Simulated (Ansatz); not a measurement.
## What PbO (model cell, started as CsCl type) distorts into

Aim: this structure of PbO (model cell, started as CsCl type) is to be tested for unstable modes, and one is followed downhill.

Method: DFT LDA, scalar-relativistic, plane waves, PAW, in Ansatz 0.2.0.

The structure was built from a prototype and need not be the compound's stable phase.

## (1) Starting point

The structure is cubic, space group Pm-3m (No. 221). The conventional cell has a = 3.124 Å, b = 3.124 Å, c = 3.124 Å, α = 90.00°, β = 90.00°, γ = 90.00°. Pb has 8 O at 2.71 Å nearest. Nearest to O lie 8 Pb at 2.71 Å. Farther neighbours, and contacts between anions beyond the nearest, are not listed.

As a file:

```cif
data_structure
_symmetry_space_group_name_H-M 'Pm-3m'
_symmetry_Int_Tables_number 221
_cell_length_a 3.1242
_cell_length_b 3.1242
_cell_length_c 3.1242
_cell_angle_alpha 90.000
_cell_angle_beta 90.000
_cell_angle_gamma 90.000
_cell_volume 30.49
loop_
_atom_site_label
_atom_site_type_symbol
_atom_site_symmetry_multiplicity
_atom_site_Wyckoff_symbol
_atom_site_fract_x
_atom_site_fract_y
_atom_site_fract_z
_atom_site_occupancy
Pb1 Pb 1 a 0.00000 0.00000 0.00000 1
O1 O 1 b 0.50000 0.50000 0.50000 1
```

## (2) The dispersion

Stability and thermal properties need the whole zone. Linear response on a 4×4×4 q mesh gives force constants as far as a supercell of that size would.

input.yaml

```yaml
crystal:
  lattice:
    - [3.1241775346, 0.0, 0.0]
    - [0.0, 3.1241775346, 0.0]
    - [0.0, 0.0, 3.1241775346]
  atoms:
    - { symbol: Pb, position: [0.0, 0.0, 0.0] }
    - { symbol: O, position: [0.5, 0.5, 0.5] }
kpoints:
  mp_grid: { grid: [12, 12, 12] }
hamiltonian:
  xc: lda
scf:
  occupations: { method: fixed }
output:
  eigenvalues: true
phonons:
  method: dfpt
  qmesh: [4, 4, 4]
  temperatures: { t_max: 1000, t_step: 50 }
  qpath:
    path:
      - [[0.0, 0.0, 0.0], [0.0, 0.5, 0.0], [0.5, 0.5, 0.0], [0.0, 0.0, 0.0], [0.5, 0.5, 0.5], [0.0, 0.5, 0.0]]
      - [[0.5, 0.5, 0.5], [0.5, 0.5, 0.0]]
    npoints: 10
```

Command:

```bash
$ ansatz run input.yaml --threads 4 --pin off --max-ram 7168MiB --backend cpu --events-out ev --progress --plain --runs-dir out
```

The log of the run:

```text
Engine: ansatz 0.2.0, aarch64-unknown-linux-gnu
Pseudopotentials: kind: paw
Pseudopotential: Pb, paw, valence charge 14, recommended cutoff 420 eV (normal), Pb.paw.azcp
Pseudopotential: O, paw, valence charge 6, recommended cutoff 420 eV (normal), O.paw.azcp
Functional definition: SPW92
  exchange = slater_x
  correlation = pw_c
Crystal: 2 atoms, lattice volume = 30.493 Å³
Basis set: ecut = 420 eV, 619 PW (Γ), exchange–correlation on 48×48×48 points (8 copies of the dense FFT grid, shifted against one another)
Bands: 14, of which v1, the nominal top of the filled ones, is band 10 counted from 1 (9 counted from 0)
Symmetry: 48 space group operations
k-points: 84 of 1728
Non-local potential: Pb, projectors of the file, l = 0: 2, l = 1: 2, l = 2: 2, l = 3: 2
Non-local potential: O, projectors of the file, l = 0: 2, l = 1: 2, l = 2: 1
PAW form: soft (Blöchl's): semilocal exchange-correlation on the pseudo side does not see the compensation charge
PAW frozen core: Pb, regenerated for the run's functional, and the local potential with it (the file was generated under x = pbe(κ = 0.804, μ = 0.219515), c = pbe(β = 0.066725))
PAW frozen core: O, regenerated for the run's functional, and the local potential with it (the file was generated under x = pbe(κ = 0.804, μ = 0.219515), c = pbe(β = 0.066725))
PAW one-centre angular grid: Pb, 590 points (default); XC on 64 Gauss nodes
PAW one-centre angular grid: O, 110 points (default); XC on 64 Gauss nodes
Initial density: superposition of atomic densities (neutral atoms: chi_scale 0, normalization atom), corrected by the library's trained network
Initial wavefunctions: pseudopotential atomic-orbital guess
Functional: x = slater, c = lda
SCF iter   1: F=—  HF=-12156.380067 eV  |F-HF|=—  |Δ(HF+E_count)|=         —  Δρ=1.32e-2  dr2=4.95e-2  ethr=1.77e-3  ⟨swp⟩=4.5  Hψ=5581  notcnv=0  defer=142
preconditioner: auto → none  [insulator: Δε(μ)=0.000 eV  Ē_g=18.000 eV  n_scr=6 (ndim 8)  ℏωp=30.1 eV  f_vac=0.000  ε∞_Penn≈3.8]
SCF iter   2: F=—  HF=-12156.379755 eV  |F-HF|=—  |Δ(HF+E_count)|=   3.12e-4  Δρ=1.39e-2  dr2=5.64e-2  ethr=2.47e-4  ⟨swp⟩=2.3  Hψ=2428  notcnv=0  defer=161
SCF iter   3: F=—  HF=-12156.367966 eV  |F-HF|=—  |Δ(HF+E_count)|=   1.18e-2  Δρ=2.09e-3  dr2=9.48e-4  ethr=2.47e-4  ⟨swp⟩=2.5  Hψ=1627  notcnv=0  defer=154
SCF iter   4: F=—  HF=-12156.367765 eV  |F-HF|=—  |Δ(HF+E_count)|=   2.00e-4  Δρ=3.48e-4  dr2=1.04e-5  ethr=4.74e-6  ⟨swp⟩=2.8  Hψ=2322  notcnv=0  defer=159
SCF iter   5: F=—  HF=-12156.367763 eV  |F-HF|=—  |Δ(HF+E_count)|=   1.79e-6  Δρ=1.30e-4  dr2=3.53e-6  ethr=5.18e-8  ⟨swp⟩=2.0  Hψ=2020  notcnv=0  defer=116
SCF iter   6: F=—  HF=-12156.367763 eV  |F-HF|=—  |Δ(HF+E_count)|=   6.41e-7  Δρ=4.22e-6  dr2=2.77e-9  ethr=1.76e-8  ⟨swp⟩=2.1  Hψ=1967  notcnv=0  defer=97
SCF iter   7: F=—  HF=-12156.367764 eV  |F-HF|=—  |Δ(HF+E_count)|=   1.73e-6  Δρ=6.02e-7  dr2=7.68e-11  ethr=1.38e-11  ⟨swp⟩=2.1  Hψ=1993  notcnv=0  defer=86
SCF iter   8: F=-12156.367764 eV  HF=-12156.367764 eV  |F-HF|=1.82e-12  |Δ(HF+E_count)|=  1.82e-11  Δρ=1.99e-8  dr2=9.01e-14  ethr=1.00e-12  ⟨swp⟩=8.0  Hψ=7023  notcnv=0
SCF 1 converged in 8 iterations: F = -12156.367764 eV  dr2 = 9.01e-14
  greatest PAW one-centre occupation: 0.982 electrons in one spin orbital (limit 2), on the Pb atom at site 0 (counted from 0), in its partial waves of l = 2
k-points: 196 of 1728 (irreducible under 8 space group operations, time reversal used)
Initial density: read from a saved state, or passed on in memory by an earlier SCF of this step, an earlier step, the calling program or the single point that the run made first
iter 1 solved again at ethr=8.65e-8 eV; its pass at ethr=3.10e-3 eV (dr2=1.73e-5 eV) is discarded
SCF iter   1: F=—  HF=-12156.367763 eV  |F-HF|=—  |Δ(HF+E_count)|=         —  Δρ=3.04e-7  dr2=1.51e-11  ethr=8.65e-8  ⟨swp⟩=3.6  Hψ=21411  notcnv=0  defer=375
eigensolver tolerance schedule: the retry pair's looser diagonalisation over-reported the residual by 1144331.64 of it (diagonalisation noise at an unbounded share of the residual, at the tolerance the schedule requests for it); recorded, not acted on — ethr = c·dr2/N_el stays at c = 1.0e-1
preconditioner: auto → none  [insulator: Δε(μ)=0.076 eV  Ē_g=18.061 eV  n_scr=6 (ndim 8)  ℏωp=30.1 eV  f_vac=0.000  ε∞_Penn≈3.8]
SCF iter   2: F=—  HF=-12156.367764 eV  |F-HF|=—  |Δ(HF+E_count)|=   1.28e-6  Δρ=4.91e-7  dr2=5.77e-11  ethr=1.00e-12  ⟨swp⟩=8.2  Hψ=15134  notcnv=0
SCF iter   3: F=-12156.367764 eV  HF=-12156.367764 eV  |F-HF|=3.64e-12  |Δ(HF+E_count)|=  1.46e-11  Δρ=1.44e-7  dr2=3.53e-12  ethr=1.00e-12  ⟨swp⟩=1.0  Hψ=6272  notcnv=0
SCF 2 converged in 3 iterations: F = -12156.367764 eV  dr2 = 3.53e-12
NSCF: frozen V_eff on 196 k-points
NSCF: frozen V_eff on 87 k-points
DFPT response loops at Γ: preconditioner auto → none (the input reference at scf.mixing.eps_inf says where Resta's filter doesn't serve); β = 0.50; Broyden in place of MSR1
phonons: the run's symmetry doesn't show that the Born effective charges vanish, and it interpolates frequencies without the dipole-dipole term. In a polar insulator or semiconductor they then lack LO-TO splitting, and the branches near Gamma, sound speeds, density of states, thermodynamics and thermal conductivity can be off. Where the input admits it, phonons.dielectric: true or phonons.non_analytic_term supplies t [...]
NSCF: frozen V_eff on 84 k-points
NSCF: frozen V_eff on 196 k-points
DFPT response loops at q = (0, 0, 0) (fractional): mixed as the last ones told, above
NSCF: frozen V_eff on 1176 k-points
DFPT response loops at q = (0, 0, 0.25) (fractional): preconditioner auto → Resta (q_TF=auto, 2.543 Å⁻¹)  ε∞=28.1 (no band partly filled); β = 1.00, the filter's whole step (`scf.mixing.beta` (0.50) is not read by the response loops at its default; to damp them type it under 1.00, their step now; it binds the ground state too); Broyden in place of MSR1
NSCF: frozen V_eff on 686 k-points
DFPT response loops at q = (0, 0, -0.5) (fractional): mixed as the last ones told, above
NSCF: frozen V_eff on 2016 k-points
DFPT response loops at q = (0, 0.25, 0.25) (fractional): mixed as the last ones told, above
NSCF: frozen V_eff on 1176 k-points
DFPT response loops at q = (0, 0.25, -0.5) (fractional): mixed as the last ones told, above
NSCF: frozen V_eff on 686 k-points
DFPT response loops at q = (0, -0.5, -0.5) (fractional): mixed as the last ones told, above
NSCF: frozen V_eff on 1872 k-points
DFPT response loops at q = (0.25, 0.25, 0.25) (fractional): mixed as the last ones told, above
NSCF: frozen V_eff on 2016 k-points
DFPT response loops at q = (0.25, 0.25, -0.5) (fractional): mixed as the last ones told, above
NSCF: frozen V_eff on 1176 k-points
DFPT response loops at q = (0.25, -0.5, -0.5) (fractional): mixed as the last ones told, above
NSCF: frozen V_eff on 392 k-points
DFPT response loops at q = (-0.5, -0.5, -0.5) (fractional): mixed as the last ones told, above
SCF converged after 8 iterations
Free energy (F): -12156.367764 eV
Harris-Foulkes:  -12156.367764 eV  (|F-HF|=1.82e-12)
Internal energy: -12156.367764 eV  (E = F + TS)
E sigma→0 (E₀):  -12156.367764 eV
Fermi energy:    12.221645 eV
--- Per-component energies (eV) ---
  E_band       = 15.765361
  E_kinetic    = 461.272043
  E_local      = -1056.716791  (includes V_loc(G=0)·N_el)
  E_nonlocal   = 404.197055
  E_hartree    = 401.667211
  E_xc         = -293.197827
  E_vxc        = -228.573472  (∫ρ·V_xc dr)
  E_paw        = -10246.153230  (= ΣΔE_a)
  E_vpaw       = -367.750362  (= ΣTr[D̂ρ^β])
  E_aug_tail   = 0.002459  (compensation charges beyond the density's cutoff)
  E_ewald      = -1827.457893
  E_core_change = 0.019208  (= ΣΔE_core)
  E_smearing   = -0.000000  (= −TS)
  E_closure    = 0.000000  (closes the sum)
  Σ components = -12156.367764   (vs F -12156.367764, Δ=0.00e0)
--- Band table (eV; the first three rows and the last of 84) ---
  k-point 0: bands = [... 6 lower, 3.6696, 9.9713, 9.9713, 9.9713, 20.9754, 20.9754, 20.9754, 21.8757]
  k-point 1: bands = [... 6 lower, 3.5951, 9.9923, 10.0277, 10.0277, 19.6352, 20.9326, 20.9326, 21.9164]
  k-point 2: bands = [... 6 lower, 3.3906, 10.0713, 10.1847, 10.1847, 17.8543, 20.8000, 20.8000, 22.0375]
  k-point 83: bands = [... 6 lower, 8.9149, 9.5469, 9.5469, 9.5469, 12.5560, 12.5560, 12.5560, 25.6877]
--- Phonons (Γ-DFPT): 2 representative perturbations + reference (Σ response iterations 7) ---
  ASR residual: 2.664e-5 → 0.000e0 eV/Å²; symmetrization residual: 1.087e-6 eV/Å²
  ASR residual per site (eV/Å²): 2.66e-5 1.03e-5
  Γ frequencies (cm⁻¹): -207.93 -207.93 -207.93 0.00 0.00 0.00
--- Phonons (arbitrary-q DFPT): 10 irreducible q on the 4×4×4 mesh ---
  q = [0.0000, 0.0000, 0.0000] (star 1, of the zone-centre solve; hermiticity 9.20e-7, symmetrization 4.73e-12): -207.93 -207.93 -207.93 -0.00 0.00 0.00
  q = [0.0000, 0.0000, 0.2500] (star 6, 4 solved perturbations in 1848 linear systems a pass and spin channel, the states on 588 of 1728 k-point pairs; hermiticity 6.88e-7, symmetrization 3.69e-14): -111.16 -111.16 44.51 44.51 107.67 344.61
  q = [0.0000, 0.0000, -0.5000] (star 3, 4 solved perturbations in 1078 linear systems a pass and spin channel, the states on 343 of 1728 k-point pairs; hermiticity 1.25e-14, symmetrization 1.28e-12): -62.28 -62.28 137.48 137.48 150.87 367.69
  q = [0.0000, 0.2500, 0.2500] (star 12, 4 solved perturbations in 3108 linear systems a pass and spin channel, the states on 1008 of 1728 k-point pairs; hermiticity 8.55e-7, symmetrization 3.40e-13): -177.33 -94.71 47.63 93.38 101.71 307.16
  q = [0.0000, 0.2500, -0.5000] (star 12, 6 solved perturbations on 588 of 1728 k-point pairs; hermiticity 4.11e-7, symmetrization 2.32e-14): -71.15 50.55 58.77 62.97 138.01 263.04
  q = [0.0000, -0.5000, -0.5000] (star 3, 4 solved perturbations in 1078 linear systems a pass and spin channel, the states on 343 of 1728 k-point pairs; hermiticity 4.34e-7, symmetrization 1.53e-13): -205.85 -205.85 -129.00 -79.60 120.65 120.65
  q = [0.2500, 0.2500, 0.2500] (star 8, 2 solved perturbations on 936 of 1728 k-point pairs; hermiticity 7.95e-7, symmetrization 2.65e-12): 31.44 31.44 65.03 146.70 146.70 218.55
  q = [0.2500, 0.2500, -0.5000] (star 12, 4 solved perturbations in 3108 linear systems a pass and spin channel, the states on 1008 of 1728 k-point pairs; hermiticity 3.12e-7, symmetrization 2.35e-13): -158.28 -31.16 54.59 130.03 202.00 236.42
  q = [0.2500, -0.5000, -0.5000] (star 6, 4 solved perturbations in 1848 linear systems a pass and spin channel, the states on 588 of 1728 k-point pairs; hermiticity 1.68e-7, symmetrization 1.06e-13): 48.66 97.00 97.00 192.46 192.46 208.91
  q = [-0.5000, -0.5000, -0.5000] (star 1, 2 solved perturbations on 196 of 1728 k-point pairs; hermiticity 5.82e-14, symmetrization 4.09e-12): 101.35 101.35 101.35 281.15 281.15 281.15
  sum rule: each row above includes the acoustic sum rule's correction from the zone centre's row sums; it moved no ω² by more than (0.42 cm⁻¹)²
  mesh force constants: q→R imaginary residual 2.16e-18; ASR residual 2.664e-5 → 0.000e0 eV/Å²; symmetrization residual 4.441e-15 eV/Å²
  interpolated dispersion: 62 rows × 6 modes
  density of states and harmonic sums: on the 20×20×20 q-mesh, interpolated from the force constants of a 4×4×4 supercell (no non-analytic term)
  largest difference from the sums on the solved wave vectors: F 9.14e-2 eV, S 1.26e-4 and C_V 3.43e-5 eV/K
  zero-point energy: 0.036268 eV/cell   skipped modes (ω ≤ 0): 541, of them read as no rigid motion or as one in doubt: 538 (1.898e0 modes/cell left out, lowest -207.93 cm⁻¹)   left out of the sums: 3.16e-1 of the cell's modes: C_V's classical limit lies that fraction below 3 k_B per atom; for a crystal, a wire or a layer, F and S can be off by more, and a phonons.interpolated_qmesh denser along its periods is the remedy for the sampling
```

It took 2.4 min on 4 threads of Arm Neoverse V2, shared host; peak memory 1.3 GiB.

Read from the output:

| Property | Result |
| --- | --- |
| gap on the k-mesh | 0.07584 eV |
| volume per atom | 15.25 Å³ |
| sum-rule residual before enforcement | 2.66e-5 eV/Å² |
| lowest frequency on the path | -207.9 cm⁻¹ |
| point group | m-3m |
| highest frequency on path, mesh or solved points | 383.9 cm⁻¹ |
| highest optical mode at the zone centre (no LO-TO term) | -207.9 cm⁻¹ |
| lowest optical zone-centre mode | -207.9 cm⁻¹ |
| lowest mode on the q mesh (acoustic modes at Γ apart) | -207.9 cm⁻¹ |

Frequencies (cm⁻¹) solved at each irreducible wavevector; negative means imaginary. Frequencies by wavevector, by row:

| q in reciprocal lattice units | star | mode 1 | mode 2 | mode 3 | mode 4 | mode 5 | mode 6 |
| --- | --- | --- | --- | --- | --- | --- | --- |
| 0 0 0 | 1 | -207.9 | -207.9 | -207.9 | 0 | 0 | 0 |
| 0 0 0.25 | 6 | -111.2 | -111.2 | 44.5 | 44.5 | 107.7 | 344.6 |
| 0 0 -0.5 | 3 | -62.3 | -62.3 | 137.5 | 137.5 | 150.9 | 367.7 |
| 0 0.25 0.25 | 12 | -177.3 | -94.7 | 47.6 | 93.4 | 101.7 | 307.2 |
| 0 0.25 -0.5 | 12 | -71.2 | 50.5 | 58.8 | 63 | 138 | 263 |
| 0 -0.5 -0.5 | 3 | -205.8 | -205.8 | -129 | -79.6 | 120.7 | 120.7 |
| 0.25 0.25 0.25 | 8 | 31.4 | 31.4 | 65 | 146.7 | 146.7 | 218.6 |
| 0.25 0.25 -0.5 | 12 | -158.3 | -31.2 | 54.6 | 130 | 202 | 236.4 |
| 0.25 -0.5 -0.5 | 6 | 48.7 | 97 | 97 | 192.5 | 192.5 | 208.9 |
| -0.5 -0.5 -0.5 | 1 | 101.3 | 101.3 | 101.3 | 281.1 | 281.1 | 281.1 |

Interpolated from a 4×4×4 q mesh, without the LO-TO term. Phonon branches along the path, in cm⁻¹:

| point | branch 1 | branch 2 | branch 3 | branch 4 | branch 5 | branch 6 |
| --- | --- | --- | --- | --- | --- | --- |
| Γ | -208 | -208 | -208 | 0 | 0 | 0 |
| halfway | -111 | -111 | 44 | 44 | 108 | 345 |
| X | -62 | -62 | 138 | 138 | 151 | 368 |
| halfway | -71 | 51 | 59 | 63 | 138 | 263 |
| M | -206 | -206 | -129 | -80 | 121 | 121 |
| halfway | -177 | -95 | 48 | 93 | 102 | 307 |
| Γ | -208 | -208 | -208 | 0 | 0 | 0 |
| halfway | 31 | 31 | 65 | 147 | 147 | 218 |
| R | 101 | 101 | 101 | 281 | 281 | 281 |
| halfway | -158 | -31 | 55 | 130 | 202 | 236 |
| X | -62 | -62 | 138 | 138 | 151 | 368 |
| jump to R | 101 | 101 | 101 | 281 | 281 | 281 |
| halfway | 49 | 97 | 97 | 192 | 192 | 209 |
| M | -206 | -206 | -129 | -80 | 121 | 121 |

The phonon branches as a text plot (rows in cm⁻¹):

```
    372 |    *****                                      **
    347 |   *     *                                    *
    322 |
    298 |          *         **                       *
    273 |                  **        ***    *******       *
    248 |                      *             *   * ***     **
    224 |                 *             *  *     **  *      *
    199 |  *        *                    ** *      ** *      *
    174 |                           *    **       *    *
    150 |      ***** *   *      *       *  *          ****
    125 |    *** ** *******                        ***  *     ***
    100 |   * *    *      ****         *    *******       *****
     76 | ** *                **     ********     **       **
     51 |   *       *    * ***  *   ***            **  *     *
     26 |* *       *          ** * *    *            *
      2 |**                     ***
    -23 |         *                                 * *
    -48 | *      *  **    *              ***         ****     **
    -72 |    *************             *                **     **
    -97 |           **   *****                     *          *
   -122 |   *         ***     *      **               *         *
   -146 |            **       ** * **               *
   -171 |* *          * *    *  *                    *         *
   -196 |**            ******    ***                            *
         Γ      X      M          Γ            R        X|R     M
```

Symmetry leaves 10 wavevectors to solve. The lowest mode among them, the acoustic zeros apart, lies at Γ and is imaginary, 207.9i cm⁻¹, so the energy falls along it.

## (3) The mode frozen in, largest atomic shift 0 Å

The mode followed lies at Γ with frequency 207.9i cm⁻¹ and is 3-fold degenerate, the softest among the wavevectors solved. At small amplitude the pattern taken leaves space group no. 99 by a symmetry search on the positions. The undistorted cell that holds it gives the zero of energy on the same k mesh.

input.yaml, the sections that differ from step 2:

```yaml
scf:
  occupations: { method: gaussian, width: 0.02 }
output:
  forces: true
  stress: true
  eigenvalues: true
# crystal, kpoints, hamiltonian: as in step 2
# phonons: removed
```

The log of the run:

```text
[...]
Crystal: 2 atoms, lattice volume = 30.493 Å³
Basis set: ecut = 420 eV, 619 PW (Γ)
Bands: 14, of which v1, the nominal top of the filled ones, is band 10 counted from 1 (9 counted from 0)
Symmetry: 48 space group operations
[...]
k-points: 84 of 1728
[...]
--- Band table (eV; the first three rows and the last of 84) ---
  k-point 0: bands = [... 6 lower, 3.6696, 9.9712, 9.9712, 9.9712, 20.9754, 20.9754, 20.9754, 21.8757]
  k-point 1: bands = [... 6 lower, 3.5951, 9.9922, 10.0277, 10.0277, 19.6352, 20.9326, 20.9326, 21.9164]
  k-point 2: bands = [... 6 lower, 3.3906, 10.0713, 10.1847, 10.1847, 17.8543, 20.8000, 20.8000, 22.0375]
  k-point 83: bands = [... 6 lower, 8.9149, 9.5469, 9.5469, 9.5469, 12.5560, 12.5560, 12.5560, 25.6877]
[key lines of the parts left out:]
SCF converged after 6 iterations
Free energy (F): -12156.367764 eV
Fermi energy:    12.259562 eV
P = ⅓ Tr σ = 0.0004 GPa (0.004 kbar)
```

The job ended after 0.61 s (4 threads; peak memory 0.32 GiB).

Numbers from this step:

```
pressure                         : 3.98e-4 GPa
energy from the undistorted cell : 0 meV/atom
```

The run ends at a pressure of 0.00 GPa.

## (4) The mode frozen in, largest atomic shift 0.45 Å

The atoms are moved along the unstable eigenvector, the largest shift by 0.45 Å, with the cell fixed.

input.yaml, the sections that differ from step 3:

```yaml
crystal:
  lattice:
    - [3.1241775346, 0.0, 0.0]
    - [0.0, 3.1241775346, 0.0]
    - [0.0, 0.0, 3.1241775346]
  atoms:
    - { symbol: Pb, position: [0.0, -0.0111219233, 0.0] }
    - { symbol: O, position: [0.5, 0.6440379092, 0.5] }
# kpoints, hamiltonian, scf, output: as in step 3
```

The log of the run:

```text
[...]
Crystal: 2 atoms, lattice volume = 30.493 Å³
Basis set: ecut = 420 eV, 619 PW (Γ)
Bands: 14, of which v1, the nominal top of the filled ones, is band 10 counted from 1 (9 counted from 0)
Symmetry: 8 space group operations
[...]
k-points: 196 of 1728 (time reversal used)
[...]
--- Band table (eV; the first three rows and the last of 196) ---
  k-point 0: bands = [... 6 lower, 3.9740, 9.5387, 9.5387, 10.3165, 18.6901, 21.3285, 21.3285, 21.8828]
  k-point 1: bands = [... 6 lower, 3.8711, 9.5737, 9.6023, 10.3453, 18.7708, 20.0424, 21.2491, 22.8988]
  k-point 2: bands = [... 6 lower, 3.5868, 9.6894, 9.7789, 10.4324, 18.1113, 19.2976, 21.0250, 23.7726]
  k-point 195: bands = [... 6 lower, 8.4342, 8.4342, 8.9013, 9.5435, 12.5714, 14.0028, 14.0028, 24.8761]
[key lines of the parts left out:]
SCF converged after 6 iterations
Free energy (F): -12156.505176 eV
Fermi energy:    12.274572 eV
P = ⅓ Tr σ = 5.0200 GPa (50.200 kbar)
```

Wall time 1.7 s (4 threads); peak memory 0.4 GiB; 6.3 s of CPU time.

This step gave:

```
pressure                         : 5.020 GPa
gap on the k-mesh                : 0.01486 eV
energy from the undistorted cell : -68.70 meV/atom
```

The energy, extrapolated to zero smearing, is -68.70 meV/atom against the undistorted cell.

The run ends at a pressure of 5.02 GPa, with forces up to 0.16 eV/Å.

(Part 1 of 3 ends here.)

[Long decimals in the printed logs are rounded to 6 places.]

[Logs are printed without paths, hosts, clocks, repeated set-up lines and the standing remarks that a program may print on its own settings, such as how far it seeks lower states.]

[Hosts, paths, dates, database ids (printed as entryN), source tags and the programs' standing remarks are cut or masked in the printed files.]

[Where the starting crystal was built by hand or by swapping elements, it need not be the compound's stable phase.]
